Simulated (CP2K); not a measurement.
Consider hydrogen cyanide dimer at its PBE geometry (Å).

```xyz
6

C    -1.9555    0.7108    0.2619
N    -0.9855    0.5433   -0.3496
C     1.9109   -0.6949   -0.2616
N     2.9277   -1.1830    0.0094
H    -2.8538    0.8624    0.8335
H     0.9563   -0.2387   -0.4936
```

Method: CP2K XAS_TDP, all-electron GAPW, PBEh(45%), aug-cc-pVDZ, TDA, no relativity.

Where do the C K-edge lines lie, and how strong are they?

Leading lines: C1 282.25 eV and C3 282.14 eV. The leading line of an atom is its first one with 35 % of the strongest within 2.5 eV of its lowest line over the strength cut. 

The first six lines of each atom with a strength over 0.0015:

```
                  atom  energy (eV)  states  strength, one atom
C1 (bonded to N and H)       282.25       1              0.0539
                             282.27       1              0.0538
                             285.41       1              0.0124
                             287.42       1              0.0073
                             287.44       1              0.0077
                             288.48       1              0.0032
C3 (bonded to N and H)       282.14       2              0.1046
                             285.14       1              0.0025
                             286.21       1              0.0047
                             286.56       1              0.0073
                             286.59       1              0.0068
                             287.26       1              0.0037
```

Lines are vertical, at one geometry, with no vibrational structure. Without a correction of the core level, line positions, and the gaps between valence and Rydberg lines, follow the share of exact exchange. At this level such K lines come out 3 to 6 eV under measured ones. These values hold no scalar relativity, about 0.1 eV for C 1s. Rydberg lines, and the discretised continuum above threshold, depend on the basis and the box. This is one low-energy arrangement of the cluster, relaxed without a dispersion correction; others exist.

[Banner, clock and machine lines of the logs are left out without a mark of their own.]

[Logs are printed without paths, hosts, clocks, repeated set-up lines and the standing remarks that a program may print on its own settings, such as how far it seeks lower states.]

[Hosts, paths, dates, database ids (printed as entryN), source tags and the programs' standing remarks are cut or masked in the printed files.]
